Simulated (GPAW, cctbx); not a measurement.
# CsCaSnSbO6: what bonding does to one electron reflection, worked out

CsCaSnSbO6, F-43m (no. 216), a = 8.2307 Å, b = 8.2307 Å, c = 8.2307 Å, α = 90.00°, β = 90.00°, γ = 90.00°.

```csv
atom,mult.,x,y,z
Cs1,4,1/4,1/4,3/4
Sb1,4,0,0,0
Sn1,4,1/2,0,0
Ca1,4,1/4,3/4,3/4
O1,24,1/2,0.2547,0
```

The start was made by putting kin elements into a known structure type; the compound need not exist, or be stable, in this form.

A DFT run (GPAW, PBE, 550 eV, 4×4×4 k-points, Fermi–Dirac width 0.05 eV) gives the static X-ray structure factor of 222 as 45.625 e for the conventional cell; superposed free atoms give 38.477 e. **Problem.** Find the Fourier component V of the crystal potential and the two-beam extinction distance at 80 kV in both cases.

## 1. Geometry

The cell volume is Ω = 557.58 Å³ and d(222) = 2.3760 Å, so g = 1/d = 0.4209 Å⁻¹.

## 2. The nuclei

Electrons feel nuclei as well as electrons, so the nuclear charges are summed with the same phases.

Phase sums Σ exp(2πi h·x), turned so that the total is real and positive: Cs +4.000, Sb -4.000, Sn -4.000, Ca +4.000, O +23.958. Then F_Z = 55 × (+4.000) + 51 × (-4.000) + 50 × (-4.000) + 20 × (+4.000) + 8 × (+23.958) = 87.66 e. The electron term has the same sign for this reflection.

## 3. Mott–Bethe

Poisson's equation, term by term, gives V = (e/4πε₀)(F_Z − F)/(πΩg²), with e/4πε₀ = 14.3996 V Å.

The prefactor is 14.3996 × 2.3760²/(π × 557.58) = 0.04641 V per electron. Free atoms: (87.66 − 38.477) × 0.04641 = 2.283 V. Crystal: (87.66 − 45.625) × 0.04641 = 1.951 V. F changes by +18.58 % and V by -14.5 %: the same 7.15 e is measured against F_Z − F = 49.2 e in place of F = 38.5 e.

## 4. Extinction distance

In the two-beam case ξ = 1/(λU) with U = 2γm₀eV/h², that is ξ = 150.41 V Å²/(γλV).

At 80 kV, λ = 0.04176 Å and γ = 1.1566. Free atoms: ξ = 1364 Å. Crystal: ξ = 1597 Å. The thickness fringes go as sin²(πt/ξ), so the two patterns slip by a quarter of a period when t|1/ξ₁ − 1/ξ₀| = 1/4, at t ≈ 235 nm. Thermal motion, absorption and many-beam coupling, left out here, change a real pattern.

## 5. Answer

V(222) is 1.95 V against 2.28 V, and ξ is 1597 against 1364 Å. Limits: static atoms, two beams.

[Outputs are excerpts: Python notices, other lines and further rows are left out; steps that failed or that the build refused (PBEsol, TPSS) are not shown.]

[Logs are printed without paths, hosts, clocks, repeated set-up lines and the standing remarks that a program may print on its own settings, such as how far it seeks lower states.]
